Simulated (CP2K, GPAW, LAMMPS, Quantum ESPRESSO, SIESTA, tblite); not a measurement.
# Running amorphous Si0.7Ge0.3 (120 atoms) with SIESTA

Wanted: SIESTA inputs and outputs for amorphous Si0.7Ge0.3 (120 atoms), checked against a plane-wave reference.

Calculated with SIESTA 5.4.2; the method is named at each step.

### 1. The structure

The cell holds 120 atoms: 84 Si and 36 Ge. Cell: a = 13.770 Å, b = 13.770 Å, c = 13.770 Å, α = 90.0°, β = 90.0°, γ = 90.0°. 120 atoms (84 Si, 36 Ge) placed at random at 3.16 g/cm³, melted at 3500 K for 10 ps at fixed volume with the Tersoff potential (Tersoff, Phys. Rev. B 39, 5566 (1989)). Quenched from 3500 K to 700 K at 1000 K/ps and fixed volume, held 5 ps, then minimised at fixed cell.

The yardstick, on the same geometry:

* method: Kohn-Sham DFT, PBE, SSSP efficiency 1.3.0 pseudopotentials, plane waves (Quantum ESPRESSO 7.5); sssp-pbe-1.3.0-efficiency, cutoffs 45/360 Ry, Γ point
* r.m.s. force component: 0.2578 eV/Å
* longest force: 1.274 eV/Å
* pressure: -0.913 GPa
* time: 9.7 min on 8 MPI ranks of Arm Neoverse N1, shared host
* CPU time: 77 min

### 2. PBE, DZP, shift 0.01 Ry, mesh 300 Ry

Method: Kohn-Sham DFT, PBE, PseudoDojo 0.4.1 norm-conserving pseudopotentials (converted to PSML), numerical atomic orbitals (DZP), diagonalisation.

The .psml files are PseudoDojo norm-conserving potentials that we converted to this format, checked against plane waves on the same files for H, C, O, Si, Ge and Ca alone.

The input, input.fdf:

```
SystemLabel cell
NumberOfAtoms 120
NumberOfSpecies 2
%block ChemicalSpeciesLabel
  1 14 Si
  2 32 Ge
%endblock ChemicalSpeciesLabel
LatticeConstant 1.0 Ang
%block LatticeVectors
  13.77040 0.00000 0.00000
  0.00000 13.77040 0.00000
  0.00000 0.00000 13.77040
%endblock LatticeVectors
PAO.BasisSize DZP
PAO.EnergyShift 0.01 Ry
XC.Functional GGA
XC.Authors PBE
MeshCutoff 300 Ry
%block kgrid_Monkhorst_Pack
  1 0 0 0.0
  0 1 0 0.0
  0 0 1 0.0
%endblock kgrid_Monkhorst_Pack
SolutionMethod diagon
OccupationFunction FD
ElectronicTemperature 580 K
SCF.Mixer.Method Pulay
SCF.Mixer.Weight 0.05
SCF.Mixer.History 8
SCF.Mix Hamiltonian
MaxSCFIterations 300
SCF.DM.Tolerance 1e-04
SCF.H.Tolerance 1.0e-3 eV
WriteForces T
Write.HirshfeldPop T
Write.VoronoiPop T
Write.DM F
Write.H F
XML.Write F
AtomicCoordinatesFormat Fractional
%block AtomicCoordinatesAndAtomicSpecies
  0.70179 0.14930 0.14075 1
  0.75761 0.12428 0.40993 1
  0.53433 0.51687 0.17144 1
  0.33316 0.30222 0.61607 1
  0.47122 0.99634 0.82881 1
  0.54710 0.79484 0.45672 1
  0.03694 0.16581 0.24975 1
  0.81897 0.83151 0.16790 1
  0.95998 0.82157 0.61415 1
  0.72998 0.30464 0.21854 1
  0.03034 0.34859 0.90404 1
  0.27776 0.52619 0.21415 1
  0.95528 0.30190 0.04800 1
  0.28705 0.16787 0.71821 1
  0.91629 0.17428 0.37166 1
  0.99580 0.87399 0.13267 1
  0.95706 0.36210 0.66132 1
  0.28654 0.79649 0.41782 1
  0.19935 0.36310 0.37176 1
  0.82317 0.52971 0.15760 1
  0.91969 0.44061 0.81324 1
  0.04709 0.04244 0.12735 1
  0.42155 0.68664 0.39938 1
  0.10295 0.82276 0.52999 1
  0.07643 0.31193 0.16250 1
  0.80684 0.37907 0.07350 1
  0.21929 0.02781 0.13356 1
  0.68572 0.97476 0.17958 1
  0.69843 0.98319 0.34877 1
  0.01513 0.57656 0.53806 1
  0.28163 0.65963 0.99603 1
  0.14745 0.64292 0.73119 1
  0.13267 0.60260 0.26762 1
  0.85352 0.86090 0.86954 1
  0.80088 0.09687 0.00641 1
  0.22325 0.79708 0.75944 1
  0.83641 0.32324 0.35949 1
  0.36565 0.77732 0.12025 1
  0.54372 0.96426 0.42474 1
  0.39274 0.66571 0.67962 1
  0.57288 0.91876 0.70448 1
  0.44692 0.13810 0.22146 1
  0.25639 0.00504 0.96715 1
  0.27473 0.48028 0.04214 1
  0.05053 0.17456 0.85081 1
  0.66830 0.59092 0.09806 1
  0.76858 0.41440 0.90193 1
  0.88532 0.67829 0.09621 1
  0.28273 0.18330 0.19004 1
  0.09945 0.65640 0.95906 1
  0.96514 0.13457 0.00378 1
  0.56378 0.38240 0.57708 1
  0.66641 0.73636 0.19128 1
  0.73369 0.97908 0.77015 1
  0.49895 0.28936 0.82403 1
  0.25517 0.42530 0.52123 1
[... 60 atom lines left out ...]
  0.67125 0.81759 0.58827 2
  0.98548 0.12007 0.52275 2
  0.22537 0.17140 0.89526 2
  0.73634 0.65781 0.63612 2
%endblock AtomicCoordinatesAndAtomicSpecies
```

Started as:

```bash
OMP_NUM_THREADS=1 mpirun -np 2 siesta < input.fdf > output.txt
```

Log:

```text
Version         : 5.4.2
reinit: System Name:
reinit: System Label: cell
initatom: Reading input for the pseudopotentials and atomic orbitals ----------
Species number:   1 Atomic number:   14 Label: Si
Species number:   2 Atomic number:   32 Label: Ge
Ground state valence configuration (from tables):   3s02  3p02  3d00  4f00
Ground state valence configuration (from tables):   4s02  4p02  4d00  4f00
---- Processing specs for species: Si
GGA--PBE XC_GGA_X_PBE--XC_GGA_C_PBE pb
---- Processing specs for species: Ge
GGA--PBE XC_GGA_X_PBE--XC_GGA_C_PBE pb
Semicore shell(s) with 10 electrons included in the valence for Ge
Semicore shell(s): 3d
Fallback to non-perturbative polarization scheme for Ge
Please see the manual if this is not desired in principle
Si pseudopotential only contains V_ls up to l=2 -- lmxkb reset.
Ge pseudopotential only contains V_ls up to l=2 -- lmxkb reset.
Using PAO.SplitTailNorm
%block ChemicalSpeciesLabel
    1   14 Si                      # Species index, atomic number, species label
    2   32 Ge                      # Species index, atomic number, species label
%endblock ChemicalSpeciesLabel
%block PAO.Basis                 # Define Basis set
Si                    2                    # Species label, number of l-shells
 n=3   0   2                         # n, l, Nzeta
   5.392      3.847
   1.000      1.000
 n=3   1   2 P   1                   # n, l, Nzeta, Polarization, NzetaPol
   6.844      4.952
   1.000      1.000
Ge                    4                    # Species label, number of l-shells
 n=4   0   2                         # n, l, Nzeta
   5.264      3.748
   1.000      1.000
 n=4   1   2                         # n, l, Nzeta
   6.996      5.083
   1.000      1.000
 n=3   2   1                         # n, l, Nzeta
   2.782
   1.000
 n=4   2   1                         # n, l, Nzeta
   6.996
   1.000
%endblock PAO.Basis
coor:   Atomic-coordinates input format  =     Fractional
siesta: System type = bulk
initatomlists: Number of atoms, orbitals, and projectors:    120  1740  2160
siesta: ******************** Simulation parameters ****************************
Total number of electrons:   840.000000
Total ionic charge:   840.000000
 Kpoints in:            1 . Kpoints trimmed:            1
siesta: k-grid: Number of k-points = 1
siesta: k-points from Monkhorst-Pack grid
siesta: k-cutoff (effective) =     6.885 Ang
siesta: k-point supercell and displacements
siesta: k-grid:     1     0     0      0.000
siesta: k-grid:     0     1     0      0.000
siesta: k-grid:     0     0     1      0.000
                     ====================================
                        Single-point calculation
                     ====================================
outcell: Unit cell vectors (Ang):
       13.770400    0.000000    0.000000
        0.000000   13.770400    0.000000
        0.000000    0.000000   13.770400
outcell: Cell vector modules (Ang)   :   13.770400   13.770400   13.770400
outcell: Cell angles (23,13,12) (deg):     90.0000     90.0000     90.0000
outcell: Cell volume (Ang**3)        :   2611.1972
Gamma-point calculation with multiply-connected orbital pairs
Gamma-point calculation with multiply-connected orbital pairs
Folding of H and S implicitly performed
Folding of H and S implicitly performed
new_DM -- step:     1
Initializing Density Matrix...
Attempting to read DM from file... Failed...
DM filled with atomic data:
InitMesh: MESH = 144 x 144 x 144 = 2985984
InitMesh: Mesh cutoff (required, used) =   300.000   302.227 Ry
stepf: Fermi-Dirac step function
        iscf     Eharris(eV)        E_KS(eV)     FreeEng(eV)     dDmax    Ef(eV) dHmax(eV)
   scf:    1   -96995.762809   -97063.968770   -97064.258161  1.581846 -4.102125  7.611162
   scf:    2   -97075.204500   -97070.817888   -97071.128951  0.040563 -4.109437  4.132421
   scf:    3   -97075.743691   -97073.650298   -97073.974093  0.017588 -4.114541  3.158480
   scf:    4   -97077.090497   -97075.918449   -97076.247316  0.023479 -4.124498  1.633668
   scf:    5   -97076.567361   -97076.296946   -97076.625405  0.014176 -4.130804  1.038771
   scf:    6   -97076.512208   -97076.423822   -97076.751527  0.012182 -4.136138  0.851129
[...]
scf:   18   -97076.579487   -97076.579470   -97076.908848  0.000132 -4.155341  0.003050
   scf:   19   -97076.579472   -97076.579471   -97076.908851  0.000073 -4.155241  0.001578
   scf:   20   -97076.579472   -97076.579472   -97076.908852  0.000028 -4.155187  0.000904
SCF Convergence by DM+H criterion
max |DM_out - DM_in|         :     0.0000278399
max |H_out - H_in|      (eV) :     0.0009043237
SCF cycle converged after 20 iterations
Using DM_out to compute the final energy and forces
siesta: E_KS(eV) =           -97076.5795
siesta: E_KS - E_eggbox =    -97076.5795
siesta: Atomic forces (eV/Ang):
     1    0.238714   -0.238290    0.185513
     2    0.035123    0.551524   -0.336643
     3    0.023425    0.213500    0.069903
     4   -0.251494    0.103710    0.219382
     5   -0.289450    0.599203   -0.237529
     6   -0.147143    0.513193   -0.102640
[...]
118    0.464808    0.272565    0.266222
   119    0.526559   -0.033102   -0.109383
   120   -0.008322   -0.481027   -0.146562
----------------------------------------
   Tot    0.007399   -0.005866    0.006704
----------------------------------------
   Max    1.023262
   Res    0.305787    sqrt( Sum f_i^2 / 3N )
----------------------------------------
   Max    1.023262    constrained
Stress tensor Voigt[x,y,z,yz,xz,xy] (kbar):       -9.37        1.94        9.30        9.59       -5.47       -0.92
(Free)E + p*V (eV/cell)   -97077.9223
Target enthalpy (eV/cell)   -97076.9089
siesta: Program's energy decomposition (eV):
siesta: Ebs     =    -14771.681032
siesta: Eions   =    103808.364622
siesta: Ena     =      6922.237865
siesta: Ekin    =     69211.832345
siesta: Enl     =    -44884.751293
siesta: DEna    =       338.409882
siesta: DUscf   =        14.887815
siesta: Ex      =    -23313.027146
siesta: Ec      =     -1557.804319
siesta: Exc     =    -24870.831465
siesta: Eharris =    -97076.579472
siesta: Etot    =    -97076.579472
siesta: FreeEng =    -97076.908852
siesta: Final energy (eV):
siesta:  Band Struct. =  -14771.681032
siesta:       Kinetic =   69211.832345
siesta:       Hartree =   40788.075419
siesta:         Exch. =  -23313.027146
siesta:         Corr. =   -1557.804319
siesta:   Exch.-corr. =  -24870.831465
siesta:  Ion-electron = -147657.534370
siesta:       Ion-ion =  -34548.121401
siesta:         Total =  -97076.579472
siesta:         Fermi =      -4.155187
siesta: Stress tensor (static) (eV/Ang**3):
siesta:    -0.005851   -0.000572   -0.003415
siesta:    -0.000572    0.001209    0.005988
siesta:    -0.003415    0.005988    0.005806
siesta: Cell volume =       2611.197175 Ang**3
siesta: Pressure (static):
siesta:                Solid            Molecule  Units
siesta:          -0.00000423          0.00000885  Ry/Bohr**3
siesta:          -0.00038810          0.00081230  eV/Ang**3
siesta:          -0.62180349          1.30145477  kBar
    Orbital volume contribution        =          92.451758 eV
    (Free)E + p_basis*V_orbitals       =      -96984.457094 eV
    (Free)Eharris+ p_basis*V_orbitals  =      -96984.457094 eV
Hirshfeld Atomic Populations:
Atom #   charge [q] valence [e]  Species
     1    -0.012844    4.012844  Si
     2     0.002947    3.997053  Si
     3    -0.027517    4.027517  Si
     4    -0.021320    4.021320  Si
     5    -0.029439    4.029439  Si
     6    -0.049428    4.049428  Si
[...]
85     0.027351   13.972649  Ge
    86     0.048079   13.951921  Ge
    87     0.018471   13.981529  Ge
    88     0.020436   13.979564  Ge
    89     0.038847   13.961153  Ge
    90     0.033021   13.966979  Ge
[...]
--------------------
 Total     0.000033
Voronoi Atomic Populations:
Atom #   charge [q] valence [e]  Species
[...]
82     0.003272    3.996728  Si
    83    -0.003948    4.003948  Si
    84    -0.029029    4.029029  Si
[...]
118     0.058622   13.941378  Ge
   119     0.048609   13.951391  Ge
   120    -0.003644   14.003644  Ge
--------------------
 Total     0.000033
```

It took 11 min on 2 MPI ranks of Arm Neoverse N1, shared host; peak memory 2.5 GiB; 22 min of CPU time.

Banners, paths, timers and routine set-up lines are dropped from the logs unmarked, and long logs keep their key lines alone; longer cuts are marked.

Numbers from this run, and their distance from the reference:

* r.m.s. force component: 0.3058 eV/Å
* r.m.s. difference of force components: 95.75 meV/Å
* longest difference of force vectors: 448.9 meV/Å
* force difference over r.m.s. force: 37.14 %
* slope of forces against the reference's: 1.135
* correlation of force components: 0.9565
* pressure: -0.0622 GPa
* pressure difference: 0.8508 GPa

This run lies far from the reference in forces at the same functional.

Length of the force difference by element (eV/Å):

```csv
element,atoms,mean,most
Ge,36,0.23,0.45
Si,84,0.10,0.22
```

Local excerpt of 10 atoms (numbers count through the whole input) about Si50, picked at random; x, y, z are measured from there.

| atom | x | y | z | distance (Å) | bonds | Hirshfeld charge (e) | Fx | Fy | Fz (eV/Å) |
| --- | --- | --- | --- | --- | --- | --- | --- | --- | --- |
| Si50 | 0.00 | 0.00 | 0.00 | 0.00 | 5 | -0.04 | 0.89 | 0.22 | 0.08 |
| Ge104 | -0.58 | 0.54 | 2.38 | 2.51 | 4 | 0.04 | 0.44 | -0.22 | 0.12 |
| Si31 | 2.51 | 0.04 | 0.51 | 2.56 | 4 | 0.00 | -0.36 | 0.07 | 0.20 |
| Ge112 | 0.66 | -2.44 | -0.54 | 2.58 | 4 | 0.05 | -0.48 | -0.27 | 0.81 |
| Si77 | -1.61 | -0.68 | -1.94 | 2.60 | 5 | -0.02 | -0.01 | -0.28 | -0.27 |
| Ge116 | -1.08 | 2.38 | -0.06 | 2.61 | 4 | 0.07 | -0.18 | 0.22 | -0.10 |
| Si32 | 0.66 | -0.19 | -3.14 | 3.21 | 4 | -0.02 | -0.30 | 0.07 | 0.09 |
| Ge86 | -3.40 | 0.37 | -0.54 | 3.46 | 4 | 0.05 | -0.33 | -0.03 | -0.20 |
| Si48 | -2.95 | 0.30 | 1.89 | 3.51 | 4 | -0.02 | 0.09 | 0.17 | 0.23 |
| Si44 | 2.41 | -2.43 | 1.14 | 3.61 | 5 | -0.04 | 0.10 | 0.86 | 0.55 |

Forces lie 37 % from the reference's, at 0.28 times its CPU time (on 2 against 8 cores).

### 3. PBE, DZP, shift 0.01 Ry, mesh 100 Ry

Method: Kohn-Sham DFT, PBE, PseudoDojo 0.4.1 norm-conserving pseudopotentials (converted to PSML), numerical atomic orbitals (DZP), diagonalisation.

Changes to input.fdf since step 2:

```diff
@@ -17,3 +17,3 @@
 XC.Authors PBE
-MeshCutoff 300 Ry
+MeshCutoff 100 Ry
 %block kgrid_Monkhorst_Pack
```

Log:

```text
Version         : 5.4.2
reinit: System Name:
reinit: System Label: cell
initatom: Reading input for the pseudopotentials and atomic orbitals ----------
Species number:   1 Atomic number:   14 Label: Si
Species number:   2 Atomic number:   32 Label: Ge
Ground state valence configuration (from tables):   3s02  3p02  3d00  4f00
Ground state valence configuration (from tables):   4s02  4p02  4d00  4f00
---- Processing specs for species: Si
GGA--PBE XC_GGA_X_PBE--XC_GGA_C_PBE pb
---- Processing specs for species: Ge
GGA--PBE XC_GGA_X_PBE--XC_GGA_C_PBE pb
Semicore shell(s) with 10 electrons included in the valence for Ge
Semicore shell(s): 3d
Fallback to non-perturbative polarization scheme for Ge
Please see the manual if this is not desired in principle
[... lines left out ...]
Total number of electrons:   840.000000
[... lines left out ...]
stepf: Fermi-Dirac step function
        iscf     Eharris(eV)        E_KS(eV)     FreeEng(eV)     dDmax    Ef(eV) dHmax(eV)
[... lines left out ...]
SCF Convergence by DM+H criterion
[... lines left out ...]
SCF cycle converged after 20 iterations
[... lines left out ...]
   Max    1.023917
[... lines left out ...]
   Max    1.023917    constrained
Stress tensor Voigt[x,y,z,yz,xz,xy] (kbar):      -12.89       -1.56        5.87        9.61       -5.48       -0.93
[... lines left out ...]
siesta: DEna    =       338.086567
siesta: DUscf   =        14.870869
siesta: Ex      =    -23314.173913
siesta: Ec      =     -1560.294610
siesta: Exc     =    -24874.468522
siesta: Eharris =    -97080.021192
siesta: Etot    =    -97080.021191
siesta: FreeEng =    -97080.350616
siesta: Final energy (eV):
siesta:  Band Struct. =  -14772.237674
siesta:       Kinetic =   69212.243941
siesta:       Hartree =   40792.070378
siesta:         Exch. =  -23314.173913
siesta:         Corr. =   -1560.294610
siesta:   Exch.-corr. =  -24874.468522
siesta:  Ion-electron = -147661.475150
siesta:       Ion-ion =  -34548.391839
siesta:         Total =  -97080.021191
siesta:         Fermi =      -4.157905
siesta: Stress tensor (static) (eV/Ang**3):
siesta:    -0.008044   -0.000581   -0.003420
siesta:    -0.000581   -0.000972    0.006001
siesta:    -0.003420    0.006001    0.003664
siesta: Cell volume =       2611.197175 Ang**3
siesta: Pressure (static):
siesta:                Solid            Molecule  Units
siesta:           0.00001943          0.00003563  Ry/Bohr**3
siesta:           0.00178386          0.00327140  eV/Ang**3
siesta:           2.85806394          5.24136669  kBar
    Orbital volume contribution        =          92.451758 eV
    (Free)E + p_basis*V_orbitals       =      -96987.898858 eV
    (Free)Eharris+ p_basis*V_orbitals  =      -96987.898858 eV
Hirshfeld Atomic Populations:
Atom #   charge [q] valence [e]  Species
     1    -0.012816    4.012816  Si
     2     0.003219    3.996781  Si
     3    -0.026775    4.026775  Si
[...]
85     0.026716   13.973284  Ge
    86     0.047116   13.952884  Ge
    87     0.017347   13.982653  Ge
[...]
--------------------
 Total     0.000031
Voronoi Atomic Populations:
Atom #   charge [q] valence [e]  Species
[...]
83    -0.003808    4.003808  Si
    84    -0.028497    4.028497  Si
[...]
119     0.047840   13.952160  Ge
   120    -0.004633   14.004633  Ge
--------------------
 Total     0.000029
```

Elapsed: 4.5 min, on 2 MPI ranks; peak memory 1.2 GiB.

Against the reference:

| Quantity | Value |
| --- | --- |
| r.m.s. force component | 0.3019 eV/Å |
| r.m.s. difference of force components | 94.82 meV/Å |
| longest difference of force vectors | 489.7 meV/Å |
| force difference over r.m.s. force | 36.79 % |
| slope of forces against the reference's | 1.118 |
| correlation of force components | 0.9548 |
| pressure | 0.2858 GPa |
| pressure difference | 1.199 GPa |
| energy less the same-level run's | -28.68 meV/atom |
| r.m.s. force difference from the same-level run | 43.6 meV/Å |

This is a coarse setting, run to see what it loses.

Against the first run (37 %), the force difference from the reference is 37 %, at 0.41 times the CPU time.

(Continued in part 2 of 2.)

[Also dropped from logs without a mark: logging warnings of Python, and SIESTA's first energy breakdown and zero terms.]

[Logs are printed without paths, hosts, clocks, repeated set-up lines and the standing remarks that a program may print on its own settings, such as how far it seeks lower states.]

[Hosts, paths, dates, database ids (printed as entryN), source tags and the programs' standing remarks are cut or masked in the printed files.]
